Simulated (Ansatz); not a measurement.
# Dielectric function and optical constants of RbZnCl3 (model structure), part 2 of 2

Aim: the dielectric function of RbZnCl3 (model structure), and the optical constants that follow from it. The cell was made here by substitution or stacking, whether or not such a phase is known. It was built so: All Cd replaced by Zn and Cs replaced by Rb in the Pm-3m structure of CsCdCl3.

Ansatz 0.2.0; DFT, PBE, plane-wave PAW, default files, scalar-relativistic, independent-particle optical response without local fields.

So far. Step 3 (Ground state and bands): There is a gap, 1.39 eV on the path, so no carriers' term is needed. The cell is left with a pressure of 0.0 GPa after its relaxation.

**4. Spectrum**

The spectrum is a sum over vertical transitions between filled and empty bands at the fixed density, so many empty bands are needed.

This step: DFT, PBE, plane-wave PAW, default files, scalar-relativistic, independent-particle optical response without local fields (Ansatz 0.2.0).

Contents of input.yaml:

```yaml
crystal:
  lattice:
    - [5.0076526039, 0.0, 0.0]
    - [0.0, 5.0076526039, 0.0]
    - [0.0, 0.0, 5.0076526039]
  atoms:
    - { symbol: Rb, position: [0.0, 0.0, 0.0] }
    - { symbol: Zn, position: [0.5, 0.5, 0.5] }
    - { symbol: Cl, position: [0.5, 0.5, 0.0] }
    - { symbol: Cl, position: [0.5, 0.0, 0.5] }
    - { symbol: Cl, position: [0.0, 0.5, 0.5] }
kpoints:
  mp_grid: { grid: [5, 5, 5] }
scf:
  occupations: { method: fixed }
hamiltonian:
  xc: pbe
  pseudopotentials: { kind: paw }
output:
  optics:
    e_range: [0, 22]
    de: 0.05
    sigma: 0.15
    nscf_kmesh: { grid: [6, 6, 6] }
    bands: { spectra_wanted_up_to: 22 }
```

Run with:

```
> ansatz run input.yaml --threads 4 --pin off --max-ram 8192MiB --backend cpu --events-out ev --progress --plain --runs-dir out
```

Numbers of over 12 decimals in the logs are rounded to 6 here.

The program printed:

```text
[...]
Crystal: 5 atoms, lattice volume = 125.575 Å³
Basis set: ecut = 420 eV, 2517 PW (Γ)
Bands: 26, of which v1, the nominal top of the filled ones, is band 21 counted from 1 (20 counted from 0)
Symmetry: 48 space group operations
[...]
k-points: 10 of 125
[...]
SCF iter   1: F=—  HF=-9831.992844 eV  |F-HF|=—  |Δ(HF+E_count)|=         —  Δρ=3.88e-4  dr2=1.07e-4  ethr=1.77e-3  ⟨swp⟩=6.0  Hψ=1222  notcnv=0  defer=29
[...]
SCF iter   9: F=-9831.992665 eV  HF=-9831.992665 eV  |F-HF|=5.46e-12  |Δ(HF+E_count)|=  3.46e-11  Δρ=3.30e-8  dr2=2.36e-12  ethr=1.00e-12  ⟨swp⟩=9.5  Hψ=1068  notcnv=0
SCF 1 converged in 9 iterations: F = -9831.992665 eV  dr2 = 2.36e-12
[...]
output.optics: what the bands over the 86 summed would add to eps1, eps2 and the energy-loss function is held between a lower and an upper bound (7 Lanczos steps). eps1, eps2 and their loss function (loss_summed_bands) are given on every row as the summed bands alone make them. Along an axis, on a row where the two bounds hold the loss function to about 1 % of the greater of itself and 0.5 % of |1/eps|, its cell (loss_completed) is given, with the completed eps1 and eps2 that it is formed of (a cell that is left empty reads nan in the table and null in the record). The two bounds hold it so along every axis on all 441 rows up to 22.000 eV. [rest of the remark cut]
SCF converged after 9 iterations
Free energy (F): -9831.992665 eV
[...]
Internal energy: -9831.992665 eV  (E = F + TS)
E sigma→0 (E₀):  -9831.992665 eV
Fermi energy:    2.827962 eV
[...]
--- Band table (eV; the first three rows and the last of 10) ---
  k-point 0: bands = [... 17 lower, 2.1790, 2.4909, 2.4909, 2.4909, 4.2994, 8.7404, 9.8603, 9.8603, ... 1 higher]
  k-point 1: bands = [... 17 lower, 2.1199, 2.1199, 2.4176, 2.4176, 5.1760, 9.2559, 10.1982, 10.2926, ... 1 higher]
  k-point 2: bands = [... 17 lower, 2.0155, 2.0155, 2.3063, 2.3063, 6.7367, 10.3275, 10.9252, 11.1600, ... 1 higher]
  k-point 9: bands = [... 17 lower, 2.4512, 2.8181, 2.8181, 2.8280, 8.6652, 9.6703, 9.6703, 10.3807, ... 1 higher]
```

Elapsed: 15 s, on 4 threads of Intel Xeon Platinum 8488C (Sapphire Rapids), shared host; peak memory 1.1 GiB; 56 s of CPU time.

Numbers from this step:

```
electronic dielectric constant ε∞, mean over x, y and z (by symmetry where fewer were run)                                                          : 3.886
absorption onset, first axis (α over 10⁴ cm⁻¹, or the direct gap if that lies higher)                                                               : 1.844 eV
main peak of Im epsilon, first axis                                                                                                                 : 9.335 eV
photocurrent from vertical transitions in a film 500 nm thick on a perfect mirror (two passes), AM1.5G, no front reflection, all carriers collected : 17.81 mA/cm²
least direct gap on the mesh                                                                                                                        : 1.809 eV
bands summed                                                                                                                                        : 86
spectra valid up to                                                                                                                                 : 32.00 eV
program's estimate of the k-sum error in Im epsilon                                                                                                 : 0.04 %
electrons in the f-sum                                                                                                                              : 28.85
```

The Im ε, any direction has structure finer than the step of the table below, so its rows give means over 1 eV, whole bins alone (the curve runs from 0 to 22 eV). Peaks (eV: height): 5.5: 2.83, 9.3: 5.04, 11.9: 3.69, 17.4: 2.15.

Im ε, any direction against photon energy; means over each step:

photon energy (eV), Im ε, any direction and a bar:
```
        1       0.00 
        2       0.39 ###
        3       0.73 #####
        4       0.88 ######
        5       2.20 ###############
        6       2.47 #################
        7       2.44 #################
        8       3.50 ########################
        9       4.39 ##############################
       10       3.40 #######################
       11       2.60 ##################
       12       3.22 ######################
       13       1.93 #############
       14       1.36 #########
       15       1.35 #########
       16       1.70 ############
       17       2.01 ##############
       18       1.70 ############
       19       1.11 ########
       20       0.92 ######
       21       0.49 ###
```

Table of Re ε, any direction by photon energy:

| photon energy (eV) | Re ε, any direction |
| --- | --- |
| 0 | 3.89 |
| 1 | 3.99 |
| 2 | 4.49 |
| 3 | 4.18 |
| 4 | 4.46 |
| 5 | 4.86 |
| 6 | 3.35 |
| 7 | 3.58 |
| 8 | 3.72 |
| 9 | 2.52 |
| 10 | 0.858 |
| 11 | 0.732 |
| 12 | 0.412 |
| 13 | -0.165 |
| 14 | 0.381 |
| 15 | 0.474 |
| 16 | 0.951 |
| 17 | 0.306 |
| 18 | 0.0738 |
| 19 | -0.618 |
| 20 | -0.306 |
| 21 | -0.130 |
| 22 | 0.0517 |

Values under 1 per cm are given as 1. Absorption coefficient, any direction against photon energy:

photon energy (eV), log10 absorption coefficient, any direction (1/cm) and a bar:
```
      0.0        0.0 
      0.5        0.0 
      1.0        0.0 
      1.5        1.1 #####
      2.0        4.4 #####################
      2.5        4.6 ######################
      3.0        4.7 #######################
      3.5        4.8 #######################
      4.0        4.9 #######################
      4.5        5.1 ########################
      5.0        5.4 ##########################
      5.5        5.6 ###########################
      6.0        5.6 ###########################
      6.5        5.6 ###########################
      7.0        5.6 ###########################
      7.5        5.7 ###########################
      8.0        5.8 ############################
      8.5        6.0 ############################
      9.0        6.0 #############################
      9.5        6.1 #############################
     10.0        6.1 #############################
     10.5        6.0 #############################
     11.0        6.1 #############################
     11.5        6.0 #############################
     12.0        6.2 ##############################
     12.5        6.2 ##############################
     13.0        6.1 #############################
     13.5        6.1 #############################
     14.0        6.0 #############################
     14.5        6.0 #############################
     15.0        6.0 #############################
     15.5        6.0 #############################
     16.0        6.1 #############################
     16.5        6.2 #############################
     17.0        6.2 ##############################
     17.5        6.3 ##############################
     18.0        6.2 ##############################
     18.5        6.3 ##############################
     19.0        6.3 ##############################
     19.5        6.1 #############################
     20.0        6.2 ##############################
     20.5        6.2 #############################
     21.0        6.1 #############################
     21.5        6.0 #############################
     22.0        6.0 #############################
```

The reflectivity at normal incidence, any direction has structure finer than the step of the table below, so its rows give means over 0.5 eV, whole bins alone (the curve runs from 0 to 22 eV). Peaks (eV: height): 5.20: 17.1, 9.45: 26.8, 12.30: 29.2, 17.70: 24.6, 19.00: 35.0, 20.45: 34.8.

The reflectivity at normal incidence, any direction by photon energy; means over each step:

| photon energy (eV) | reflectivity at normal incidence, any direction (%) |
| --- | --- |
| 0.5 | 10.8 |
| 1.0 | 11.1 |
| 1.5 | 11.8 |
| 2.0 | 12.9 |
| 2.5 | 12.4 |
| 3.0 | 12.2 |
| 3.5 | 12.5 |
| 4.0 | 13.3 |
| 4.5 | 15.4 |
| 5.0 | 16.9 |
| 5.5 | 16.6 |
| 6.0 | 14.3 |
| 6.5 | 14.0 |
| 7.0 | 14.5 |
| 7.5 | 16.1 |
| 8.0 | 18.5 |
| 8.5 | 20.4 |
| 9.0 | 21.4 |
| 9.5 | 25.2 |
| 10.0 | 21.6 |
| 10.5 | 18.4 |
| 11.0 | 17.1 |
| 11.5 | 15.1 |
| 12.0 | 24.3 |
| 12.5 | 26.3 |
| 13.0 | 21.6 |
| 13.5 | 19.3 |
| 14.0 | 12.0 |
| 14.5 | 11.2 |
| 15.0 | 10.2 |
| 15.5 | 7.98 |
| 16.0 | 10.00 |
| 16.5 | 14.1 |
| 17.0 | 15.9 |
| 17.5 | 21.2 |
| 18.0 | 19.2 |
| 18.5 | 24.9 |
| 19.0 | 33.0 |
| 19.5 | 20.7 |
| 20.0 | 25.2 |
| 20.5 | 33.0 |
| 21.0 | 26.5 |
| 21.5 | 22.8 |

The refractive index n and extinction k by photon energy:

| photon energy (eV) | n | k |
| --- | --- | --- |
| 0 | 1.97 | 0 |
| 1 | 2.00 | 0 |
| 2 | 2.12 | 0.112 |
| 3 | 2.05 | 0.178 |
| 4 | 2.12 | 0.198 |
| 5 | 2.26 | 0.508 |
| 6 | 1.94 | 0.635 |
| 7 | 1.99 | 0.609 |
| 8 | 2.10 | 0.836 |
| 9 | 1.93 | 1.09 |
| 10 | 1.50 | 1.19 |
| 11 | 1.34 | 1.03 |
| 12 | 1.43 | 1.28 |
| 13 | 0.950 | 1.03 |
| 14 | 0.922 | 0.686 |
| 15 | 0.975 | 0.690 |
| 16 | 1.20 | 0.706 |
| 17 | 1.05 | 0.895 |
| 18 | 0.900 | 0.858 |
| 19 | 0.519 | 0.942 |
| 20 | 0.623 | 0.834 |
| 21 | 0.446 | 0.574 |
| 22 | 0.506 | 0.452 |

Optical constants at common wavelengths, from n + ik = √ε:

| wavelength (nm) | n | k | R (%) | 1/α |
| --- | --- | --- | --- | --- |
| 1064 | 2.01 | 0.000 | 11.2 | over 1 mm |
| 800 | 2.05 | 0.000 | 11.9 | 164 µm |
| 532 | 2.08 | 0.159 | 12.5 | 267 nm |
| 450 | 2.05 | 0.174 | 12.2 | 206 nm |
| 308 | 2.12 | 0.199 | 13.3 | 123 nm |
| 248 | 2.26 | 0.507 | 17.0 | 39 nm |
| 193 | 1.99 | 0.545 | 13.8 | 28 nm |

Rows near the edge hang on the gap, which this functional as a rule makes too small, and phonon-assisted absorption is left out.

Through 1 µm of it, D65 light comes out red, dark (x = 0.538, y = 0.382; 4 % transmitted). A larger true gap would move the edge to shorter wavelengths and change the colour.

The f-sum over the summed bands holds 28.8 of the cell's 42 electrons outside the frozen cores, 8 of which lie in bands more than 12 eV below the Fermi level, whose transitions come at higher energies. Up to 22 eV the strength has a mean oscillator energy of 9.9 eV, close to the main peak.

**5. Static response with local fields**

Perturbation theory gives the static response with local fields and the functional's kernel, and it needs no empty bands.

This step: DFT, PBE, plane-wave PAW, default files, scalar-relativistic, static field response by perturbation theory with local fields (Ansatz 0.2.0).

Edit input.yaml of step 4 so:

```diff
@@ -18,8 +18,2 @@
   pseudopotentials: { kind: paw }
-output:
-  optics:
-    e_range: [0, 22]
-    de: 0.05
-    sigma: 0.15
-    nscf_kmesh: { grid: [6, 6, 6] }
-    bands: { spectra_wanted_up_to: 22 }
+dielectric: {}
```

The program printed:

```text
[...]
Crystal: 5 atoms, lattice volume = 125.575 Å³
Basis set: ecut = 420 eV, 2517 PW (Γ), exchange–correlation on 72×72×72 points (8 copies of the dense FFT grid, shifted against one another)
Bands: 26, of which v1, the nominal top of the filled ones, is band 21 counted from 1 (20 counted from 0)
Symmetry: 48 space group operations
k-points: 18 of 125 (irreducible under 8 space group operations, time reversal used)
[...]
SCF iter   1: F=—  HF=-9831.992765 eV  |F-HF|=—  |Δ(HF+E_count)|=         —  Δρ=3.89e-4  dr2=1.09e-4  ethr=1.77e-3  ⟨swp⟩=6.1  Hψ=2242  notcnv=0  defer=49
[...]
SCF iter   8: F=-9831.992581 eV  HF=-9831.992581 eV  |F-HF|=3.64e-11  |Δ(HF+E_count)|=  1.53e-10  Δρ=1.25e-7  dr2=3.23e-11  ethr=1.00e-12  ⟨swp⟩=8.0  Hψ=2156  notcnv=0
SCF 1 converged in 8 iterations: F = -9831.992581 eV  dr2 = 3.23e-11
[...]
DFPT response loops at Γ: preconditioner auto → Resta (q_TF=auto, 2.273 Å⁻¹)  ε∞=6.4 (no band partly filled); β = 1.00, the filter's whole step (`scf.mixing.beta` (0.50) is not read by the response loops at its default; to damp them type it under 1.00, their step now; it binds the ground state too); Broyden in place of MSR1
── the response to a field inside a basis, on 6×6×6 k-points: an SCF that follows is theirs, and a resumed run solves both again ──
Bands: 22, of which v1, the nominal top of the filled ones, is band 21 counted from 1 (20 counted from 0)
k-points: 10 of 216
[...]
Eigensolver: Dense (10 Hₖ)
SCF iter   1: F=—  HF=-9831.980898 eV  |F-HF|=—  |Δ(HF+E_count)|=         —  Δρ=1.68e-4  dr2=9.86e-6  ethr=1.00e-1
[...]
SCF iter   4: F=-9831.980904 eV  HF=-9831.980904 eV  |F-HF|=3.89e-8  |Δ(HF+E_count)|=   1.67e-6  Δρ=4.98e-6  dr2=1.84e-8  ethr=1.70e-9
SCF 1 converged in 4 iterations: F = -9831.980904 eV  dr2 = 1.84e-8
[...]
SCF converged after 8 iterations
Free energy (F): -9831.992581 eV
[...]
Internal energy: -9831.992581 eV  (E = F + TS)
E sigma→0 (E₀):  -9831.992581 eV
Fermi energy:    2.827938 eV
[...]
--- Band table (eV; the first three rows and the last of 18) ---
  k-point 0: bands = [... 17 lower, 2.1790, 2.4909, 2.4909, 2.4909, 4.2994, 8.7403, 9.8601, 9.8601, ... 1 higher]
  k-point 1: bands = [... 17 lower, 2.1199, 2.1199, 2.4175, 2.4175, 5.1760, 9.2558, 10.1980, 10.2925, ... 1 higher]
  k-point 2: bands = [... 17 lower, 2.0155, 2.0155, 2.3063, 2.3063, 6.7367, 10.3274, 10.9251, 11.1599, ... 1 higher]
  k-point 17: bands = [... 17 lower, 2.4512, 2.8180, 2.8180, 2.8279, 8.6651, 9.6703, 9.6703, 10.3806, ... 1 higher]
--- Dielectric response (ions clamped): 3 representative field directions + reference, inside a basis on a mesh of 216 k-points (Σ response iterations 12) ---
  ε∞ (high-frequency dielectric tensor):
        3.625222     0.000000     0.000000
        0.000000     3.625222     0.000000
        0.000000     0.000000     3.625222
  Born effective charges Z* (e; rows j = field, columns β = displacement):
    site 0:
         1.28131   -0.00000    0.00000
         0.00000    1.28131    0.00000
        -0.00000    0.00000    1.28131
    site 1:
         2.90644    0.00000    0.00000
         0.00000    2.90644    0.00000
         0.00000    0.00000    2.90644
    site 2:
        -0.83122    0.00000    0.00000
        -0.00000   -0.83122    0.00000
        -0.00000    0.00000   -2.52531
    site 3:
        -0.83122    0.00000   -0.00000
         0.00000   -2.52531    0.00000
        -0.00000    0.00000   -0.83122
    site 4:
        -2.52531   -0.00000    0.00000
        -0.00000   -0.83122    0.00000
        -0.00000    0.00000   -0.83122
  Z* charge neutrality: 9.943e-4 e pre-enforcement
  solved inside a basis spanned on kpoints, on 6×6×6 k-points, its susceptibility summed on 10×10×10: ε∞ is read to err by 1.0e-2, Z* by 1.3e-2 e (field_mesh: kpoints solves on kpoints); Z* is corrected for what the basis lacks
```

Wall time 12 s (4 threads); peak memory 0.68 GiB; 40 s of CPU time.

This step gave:

| Quantity | Value |
| --- | --- |
| electronic dielectric constant ε∞, mean over x, y and z (by symmetry where fewer were run) | 3.625 |

ε∞ with local fields:

```
3.63 0.00 0.00
0.00 3.63 0.00
0.00 0.00 3.63
```

Diagonal elements. Born, by row:

| atom | Z*xx (e) | Z*yy (e) | Z*zz (e) |
| --- | --- | --- | --- |
| Rb1 | 1.281 | 1.281 | 1.281 |
| Zn2 | 2.906 | 2.906 | 2.906 |
| Cl3 | -0.831 | -0.831 | -2.525 |
| Cl4 | -0.831 | -2.525 | -0.831 |
| Cl5 | -2.525 | -0.831 | -0.831 |

Mean Born charges are Rb +1.28, Zn +2.91 and Cl -1.40, against formal valences of +1, +2 and -1. That of Zn exceeds its valence by 45 %, the mark of charge moving along hybridised bonds as the atoms shift.

**6. What came out**

```yaml
gap_on_the_path: 1.39 eV
least_direct_gap_on_the_path: 1.81 eV
electronic_dielectric_constant_eps_infinity_mean_over_x_y_and_z_by_symmetry_where_fewer_were_run_independent_particles: 3.89
absorption_onset_first_axis_alpha_over_1e4_cm_minus1_or_the_direct_gap_if_that_lies_higher: 1.84 eV
main_peak_of_im_epsilon_first_axis: 9.34 eV
photocurrent_from_vertical_transitions_in_a_film_500_nm_thick_on_a_perfect_mirror_two_passes_am1p5g_no_front_reflection_all_carriers_collected: 17.8 mA/cm²
electronic_dielectric_constant_eps_infinity_mean_over_x_y_and_z_by_symmetry_where_fewer_were_run_static_response_with_local_fields: 3.63
```

What this shows: At this level (PBE, independent particles) RbZnCl3 has ε∞ = 3.89 (3.63 with local fields) and n = 1.99 at 1550 nm; absorption sets in near 1.8 eV, and Im ε peaks at 9.3 eV. The cell grew by 7.4 % in volume. The gap is indirect (1.39 eV), so absorption without phonons can begin only at the direct gap of 1.81 eV. The absorption coefficient passes 10⁴ cm⁻¹ at 1.84 eV, inside the visible range. Distinct maxima of Im ε, read by a parabola through the highest points, lie at 5.57 eV (2.8), 8.46 eV (4.3), 9.34 eV (5.0) and 11.92 eV (3.7). The f-sum over the summed bands holds 28.8 of the cell's 42 electrons outside the frozen cores, 8 of which lie in bands more than 12 eV below the Fermi level, whose transitions come at higher energies. Up to 22 eV the strength has a mean oscillator energy of 9.9 eV, close to the main peak. Through 1 µm of it, D65 light comes out red, dark (x = 0.538, y = 0.382; 4 % transmitted). A larger true gap would move the edge to shorter wavelengths and change the colour. With local fields and the functional's kernel the static response is 3.63 against 3.89 for independent particles (-7 %). In the base spectrum excitons and phonon-assisted transitions are missing, and so are local fields; PBE gaps are as a rule too small, which pulls the onset down and ε∞ up. In the base run ε includes the program's bounded estimate of what the bands above those summed add.

[Logs are printed without paths, hosts, clocks, repeated set-up lines and the standing remarks that a program may print on its own settings, such as how far it seeks lower states.]

[Hosts, paths, dates, database ids (printed as entryN), source tags and the programs' standing remarks are cut or masked in the printed files.]
